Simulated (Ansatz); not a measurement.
# Where La_Mg puts its levels in the gap of MgO (Fm-3m)

Aim: at which Fermi levels does La_Mg in MgO (Fm-3m) change its charge? The model is a cell of 54 host atoms with 1 Mg taken out and 1 La put in.

Method: place-levels on r2SCAN runs: charge-transition levels and formation energies with image-charge correction and potential alignment at the atomic sites; PAW set soft_1, in Ansatz 0.2.0.

Experimental background.

“Electronic structure of alkaline earth and post-transition metal oxides” (2009, arxiv:0908.1581) quotes from earlier work for MgO, rocksalt (bulk crystal): band gap (literature experimental gap) 7.83 eV [Literature value based on experiment; other listed experimental values range from 7.7 to …].

Most raw output is cut from this account.

### Step 1. The starting structure

The cell holds 54 atoms: 26 Mg, 27 O and 1 La. Its edges and angles: a = 8.925 Å, b = 8.925 Å, c = 8.925 Å, α = 60.0°, β = 60.0°, γ = 60.0°. It derives from MgO (space group Fm-3m). Nearest the centre at fractional (0.667, 0.667, 0.333): La51 at 0.00 Å, O28 at 2.10 Å, O32 at 2.10 Å, O44 at 2.10 Å, O50 at 2.10 Å, O46 at 2.10 Å, O34 at 2.10 Å, Mg35 at 2.98 Å.

Known beforehand: the electronic dielectric constant, 3.24, and the static one, 10.37, from a response run on this crystal (DFPT, PBEsol) at that run's own cell.

The cell's shortest repeat is 8.9 Å.

### Step 2. The runs of each charge state

Levels follow from differences of total energies between charge states, each relaxed by itself.

Each atom starts 0.05 Å or so off its site in a random direction: a symmetric start keeps its symmetry, and would miss off-centre moves and Jahn–Teller distortions. Forces are taken at one point at (¼, ¼, ¼). The cell holds 1 electron more than the neutral one, with a uniform background that keeps it neutral on the whole.

The sampling was tested on the host first: at the k-points planned (1x1x1 shifted 0.25 0.25 0.25) its energy lies 0.020 eV an atom from the dense-mesh value, under the bound of 0.02 eV set for this test; that bounds the host's error, not the defect's.

One state's input; the others differ in charge, spin, start and seed, and in occupations where the table says so.

The input, qm1.relax/input.yaml:

```yaml
crystal:
  lattice:
    - [0.0, 6.31124291, 6.31124291]
    - [6.31124291, 0.0, 6.31124291]
    - [6.31124291, 6.31124291, 0.0]
  atoms:
    - { symbol: Mg, position: [0.0, 0.0, 0.0] }
    - { symbol: O, position: [0.16666667, 0.16666667, 0.16666667] }
[... 6 atom lines left out ...]
    - { symbol: Mg, position: [0.0, 0.33333333, 0.33333333] }
[... 3 atom lines left out ...]
    - { symbol: Mg, position: [0.0, 0.66666667, 0.0] }
[... 1 atom line left out ...]
    - { symbol: Mg, position: [0.0, 0.66666667, 0.33333333] }
[... 5 atom lines left out ...]
    - { symbol: Mg, position: [0.33333333, 0.0, 0.33333333] }
[... 6 atom lines left out ...]
    - { symbol: O, position: [0.5, 0.5, 0.5] }
[... 1 atom line left out ...]
    - { symbol: O, position: [0.5, 0.5, 0.83333333] }
[... 1 atom line left out ...]
    - { symbol: O, position: [0.5, 0.83333333, 0.16666667] }
    - { symbol: Mg, position: [0.33333333, 0.66666667, 0.33333333] }
    - { symbol: O, position: [0.5, 0.83333333, 0.5] }
    - { symbol: Mg, position: [0.33333333, 0.66666667, 0.66666667] }
[... 1 atom line left out ...]
    - { symbol: Mg, position: [0.66666667, 0.0, 0.0] }
[... 1 atom line left out ...]
    - { symbol: Mg, position: [0.66666667, 0.0, 0.33333333] }
[... 4 atom lines left out ...]
    - { symbol: O, position: [0.83333333, 0.5, 0.16666667] }
    - { symbol: Mg, position: [0.66666667, 0.33333333, 0.33333333] }
    - { symbol: O, position: [0.83333333, 0.5, 0.5] }
    - { symbol: Mg, position: [0.66666667, 0.33333333, 0.66666667] }
[... 1 atom line left out ...]
    - { symbol: Mg, position: [0.66666667, 0.66666667, 0.0] }
    - { symbol: O, position: [0.83333333, 0.83333333, 0.16666667] }
    - { symbol: La, position: [0.66666667, 0.66666667, 0.33333333] }
[... 1 atom line left out ...]
    - { symbol: Mg, position: [0.66666667, 0.66666667, 0.66666667] }
    - { symbol: O, position: [0.83333333, 0.83333333, 0.83333333] }
  host:
    repeats: [3, 3, 3]
    atoms:
      - { symbol: Mg, position: [0.0, 0.0, 0.0] }
      - { symbol: O, position: [0.5, 0.5, 0.5] }
total_charge: -1
basis:
  ecutwfc: 500
  xc_grid: 2
hamiltonian:
  xc: r2scan
  pseudopotentials: { kind: paw, azcp: { folder: soft_1 } }
kpoints:
  mp_grid: { grid: [1, 1, 1], shift: [0.25, 0.25, 0.25] }
scf:
  occupations: { method: fixed }
  max_iter: 80
output:
  forces: true
  charged_corrections:
    epsilon: 3.24
    static_epsilon: 10.37
    defect_position: [0.666667, 0.666667, 0.333333]
relax:
  f_tol: 0.02
  max_steps: 80
  random_displacement: { amplitude: 0.05, seed: 9076 }
checkpoint:
  write: "../qm1.relax.run"
  compress: false
  write_wavefunctions: true
  write_every: 100000
```

Launch:

```console
ansatz run input.yaml --threads 4 --pin off --max-ram 7536MiB --backend cpu --events-out ev --progress --plain --runs-dir out
```

Defect states can disperse in a cell of this size, so the energy is taken again at a 2×2×2 shifted mesh, on the relaxed structure.

The run of this state that the levels use, under r2SCAN:

The input, qm1.point/input.yaml:

```yaml
crystal:
  checkpoint: "../qm1.relax.run"
  host: checkpoint
total_charge: -1
basis:
  ecutwfc: 500
  xc_grid: 2
hamiltonian:
  xc: r2scan
  pseudopotentials: { kind: paw, azcp: { folder: soft_1 } }
kpoints:
  mp_grid: { grid: [2, 2, 2], shift: [0.5, 0.5, 0.5] }
scf:
  occupations: { method: fermi_dirac, width: 0.01 }
  max_iter: 80
output:
  forces: true
  eigenvalues: true
  charged_corrections:
    epsilon: 3.24
    static_epsilon: 10.37
    defect_position: [0.666667, 0.666667, 0.333333]
  eigenstates: { localisation: true }
  populations: true
  band_densities: [{ bands: [v1, v1] }, { bands: [c1, c1] }]
  write_density: true
  write_potential: true
  volumetric_format: npy
  elf: true
checkpoint:
  read: "../qm1.relax.run"
  write: "../qm1.point.run"
  compress: false
  write_wavefunctions: false
  write_every: 100000
```

Relaxations under r2SCAN at one point at (¼, ¼, ¼); times on 4 threads of Arm Neoverse V1, shared host:

```
charge  moment (μB)  occupations    outcome  steps  largest displacement against the far atoms (Å)     time
    −1            0        fixed  converged      7                                            0.17     89 s
     0            1        fixed  converged      5                                            0.17  2.8 min
    +1            0        fixed  converged      6                                            0.17     85 s
    −1            2        fixed  converged     12                                            0.28  6.4 min
```

Single points under r2SCAN at a 2×2×2 shifted mesh; times on 4 threads of Arm Neoverse V1, shared host:

```
charge  moment (μB)  occupations    outcome     time
    −1            0  fermi-dirac  converged     91 s
     0            1  fermi-dirac  converged  3.5 min
    +1            0  fermi-dirac  converged     70 s
    −1            2  fermi-dirac  converged  3.2 min
```

Distances (Å) from La51 to the nearest atoms after relaxation with r2SCAN:

```
charge  moment (μB)      1.      2.      3.      4.      5.      6.
    −1            0  O 2.27  O 2.27  O 2.27  O 2.27  O 2.27  O 2.27
    −1            2  O 2.32  O 2.32  O 2.35  O 2.35  O 2.35  O 2.35
     0            1  O 2.27  O 2.27  O 2.27  O 2.27  O 2.27  O 2.27
    +1            0  O 2.27  O 2.27  O 2.27  O 2.27  O 2.27  O 2.27
```

### Step 3. Placing the levels, r2SCAN

A charged cell interacts with its images and the background, and its potential has another zero than the host's. place-levels removes the first by a point-charge model, screened by the static dielectric constant since the ions have relaxed around the charge, and the second by comparing potentials at atoms far from the defect.

The host is a run of the defect-free crystal in the same cutoffs, grids and k-points, so that basis and sampling errors cancel in part in the differences. The host is run in a cell of 2 atoms on a matching mesh. Its band edges are searched through the zone by a band path, so the gap is smaller than, or equal to, that on the mesh. Chemical potentials are energies per atom of Mg (hcp) and La (dhcp), run with the same functional and cutoff.

The input, levels.point.yaml:

```yaml
host:
  run: host.point.run
states: [qm1.point.run, q0_M1.point.run, qp1.point.run, qm1_M2.point.run]
geometry_from:
  qm1.point.run: qm1.relax.run
  q0_M1.point.run: q0_M1.relax.run
  qp1.point.run: qp1.relax.run
  qm1_M2.point.run: qm1_M2.relax.run
chemical_potentials:
  Mg:
    energy: -1926.407918
    dataset: "<sha256 of the dataset>"
  La:
    energy: -6264.872275
    dataset: "<sha256 of the dataset>"
epsilon: 3.24
static_epsilon: 10.37
vertical:
  - { from: qm1.point.run, to: qm1.point_neutral.run }
  - { from: qp1.point.run, to: qp1.point_neutral.run }
  - { from: qm1_M2.point.run, to: qm1_M2.point_neutral.run }
```

Launch:

```console
ansatz place-levels levels.point.yaml -- --threads 4 --pin off --max-ram 7536MiB
```

The job ended after 0.48 s (4 threads of Arm Neoverse V1, shared host).

Levels between the charges placed, in eV above the valence top:

```
        gap (eV)  (+1/0)  (0/−1)
r2SCAN      5.68    5.68    6.18
```

Corrections by state:

```
charge  moment (μB)  image terms and alignment (eV)  band filling (eV)  ε used  over the lowest of its charge, as the program ranks them, band filling apart (eV)
    +1          0.0                           0.835                  -   10.37                                                                              0.000
     0          1.0                           0.000             -0.791       -                                                                              0.000
    −1          2.0                          -0.306             -0.934   10.37                                                                              0.000
    −1          0.0                          -0.424                  -   10.37                                                                              0.769
```

The charged structures listed were also run neutral, and place-levels reads from each pair, by the potential or the spins, how wide the charge is by which they differ; that can be the carrier of either run.

```
charge  rms radius (Å)  spread where it is widest against the cell (Å)  wide from (Å)  reading
    +1             2.4                                            1.36           1.26     wide
    −1             2.2                                            1.62           1.26     wide
```

The neutral runs of these pairs need not share the spin of the lowest neutral state, and very wide values only mean spread over the cell.

From the program's caveats on the states, each cut to its opening words:

- charge +1: it parts from the run at its places by a charge that spreads by about 1.4 Å along one vector (1.3 Å or more is wide), by its potential at epsilon 3.24, taken [...]
- charge +1, 0 (1 μB), −1 (2 μB), −1: its alignment with the host at atomic sites is doubtful: the cell is too small to show whether the defect's potential has decayed: take a larger one
- charge 0 (1 μB): a band-filling correction moves a carrier to the host's band edge, which changes its energy by -0.791 eV
- charge 0 (1 μB): its moments are held at its close (magnetization.spin_locking), by a field of 0.375 eV a Bohr magneton, and its energy and levels are of the state that this [...]
- charge 0 (1 μB), −1 (2 μB): flagged: stability check not made
- charge −1 (2 μB), −1: how wide its charge is, is not read beside other atoms or cores, and a band state would take no correction
- charge −1 (2 μB): a band-filling correction moves a carrier to the host's band edge, which changes its energy by -0.934 eV
- charge −1 (2 μB): the host's ions (past the first shell or, of a walk that freed a part, those that it held) aren't shown at rest: they stand up to 0.076 Å off their sites, 1.19 [...]
- charge −1 (2 μB): its moments are held at its close (magnetization.spin_locking), by a field of 0.048 eV a Bohr magneton, and its energy and levels are of the state that this [...]
- charge −1: the host's ions (past the first shell or, of a walk that freed a part, those that it held) aren't shown at rest: they stand up to 0.084 Å off their sites, 2.10 [...]

The host's formation energy from the elements is -2.963 eV per atom; it sets how far the chemical potentials can move.

Formation energies (eV), Mg-rich (Δμ(Mg) = 0.00 eV, Δμ(O) = -5.93 eV, Δμ(La) = 0.00 eV):

```
charge  Fermi level at the valence top  at the conduction bottom
    +1                           -0.01                      5.67
     0                            5.67                      5.67
    −1                           11.84                      6.17
```

Limit set by the element alone; other compounds of these elements are not counted. Chemical potentials from the elements' reference states: O 0.00 eV, Mg -5.93 eV, La 0.00 eV. Formation energy by charge state (O-rich; gap 5.68 eV):

```
charge  at valence top (eV)  at conduction bottom (eV)  correction included (eV)
    +1                -5.94                      -0.26                      0.84
     0                -0.26                      -0.26                     -0.79
    −1                 5.92                       0.24                     -1.24
```

```csv
Fermi level (eV),lowest formation energy (eV)
0.00,-5.94
0.52,-5.42
1.03,-4.91
1.55,-4.39
2.06,-3.87
2.58,-3.36
3.10,-2.84
3.61,-2.32
4.13,-1.81
4.65,-1.29
5.16,-0.78
5.68,-0.26
```

### Step 4. Effect of the sampling

The relaxations' own energies give the levels at their sampling, for comparison.

The input, levels.relax_mesh.yaml:

```yaml
host:
  run: host.relax.run
states: [qm1.relax.run, q0_M1.relax.run, qp1.relax.run, qm1_M2.relax.run]
chemical_potentials:
  Mg:
    energy: -1926.407918
    dataset: "<sha256 of the dataset>"
  La:
    energy: -6264.872275
    dataset: "<sha256 of the dataset>"
```

Launch:

```console
ansatz place-levels levels.relax_mesh.yaml -- --threads 4 --pin off --max-ram 7536MiB
```

Elapsed: 0.14 s, on 4 threads.

Levels between neighbouring charges, in eV above the valence top:

```
                        gap (eV)  (+1/0)  (0/−1)
one point at (¼, ¼, ¼)      5.66    5.70    5.70
  a 2×2×2 shifted mesh      5.68    5.68    6.18
```

Going from one point at (¼, ¼, ¼) to a 2×2×2 shifted mesh moves formation energies against the elements by up to 0.53 eV; band-filling terms, which differ between samplings, are in these energies.

### Step 5. What came out

```yaml
gap_of_the_host: 5.68 eV (r2SCAN)
level_plus_1_over_0: 5.68 eV above the valence top, at the conduction bottom (6.47 eV above the valence top without the band-filling term)
level_0_minus_1: 6.18 eV above the valence top, past the conduction bottom (6.32 eV above the valence top without the band-filling term)
lowest_of_the_charges_placed_just_above_the_valence_top_0p02_ev: +1
lowest_of_the_charges_placed_just_below_the_conduction_bottom_0p02_ev: +1
lowest_formation_energy_at_mid_gap_of_the_charges_run_mg_rich: 2.83 eV
lowest_formation_energy_at_mid_gap_of_the_charges_run_o_rich: -3.10 eV
```

**Reading.** Of the charges placed (−1, 0 and +1), +1 is the lowest from 0.02 eV above the valence top to 0.02 eV below the conduction bottom, a gap of 5.68 eV. Charges above +1 were not placed, so these runs say nothing of levels that involve them. States placed: +1 at 0 μB; 0 at 1 μB; −1 at 2 μB and 0 μB. Other spin states or structures, where not listed, weren't placed. The program finds carriers beyond a band edge of the host and adds a band-filling term at charge −1 (-0.93 eV) and 0 (-0.79 eV); steps to such a charge show no bound level, and a defect level inside a band would be read the same way. La is taken at its element; compounds, which aren't counted here, bound the chemical potentials and would shift these formation energies. The lowest formation energy (O-rich) is negative across the gap, so the defect would form by itself: these chemical potentials lie beyond what competing compounds allow, or the host is unstable against it. Going from one point at (¼, ¼, ¼) to a 2×2×2 shifted mesh moves formation energies against the elements by up to 0.53 eV; band-filling terms, which differ between samplings, are in these energies. The program doubts the alignment of potentials for at least one state, a sign that the cell is small. Keep in mind: the images are only 8.9 Å apart; r2SCAN makes the gap too small and tends to spread out bound carriers; where a gas molecule sets a chemical potential or the host's formation energy, its binding is uncorrected; spin–orbit coupling, which can matter with heavy atoms, is left out; force components of up to 1.23 eV/Å remain in a run at the final settings.

Comparison with the measured values:

| quantity | measured | r2SCAN |
| --- | --- | --- |
| band gap (least gap of the host) (eV) | 7.83 | 5.68 (-2.15 eV) |

Measured values from arxiv:0908.1581 (2009).

How well it matches: The band gap is off by -2.15 eV: a clear miss. Local and semilocal functionals usually give gaps below the measured ones. Zero-point and thermal motion shift the measured gap.

[Logs are printed without paths, hosts, clocks, repeated set-up lines and the standing remarks that a program may print on its own settings, such as how far it seeks lower states.]

[Hosts, paths, dates, database ids (printed as entryN), source tags and the programs' standing remarks are cut or masked in the printed files.]

[Where a table of states has a column of steps, it counts the stored structures, which are thinned; the runs took as many ionic steps or more.]

[A defect's name tells the site on which it was built; relaxed atoms can leave that site.]

[For some hosts the program warned that the k-mesh of the response run may be too coarse for force constants and the static dielectric constant; such warnings are not shown here.]
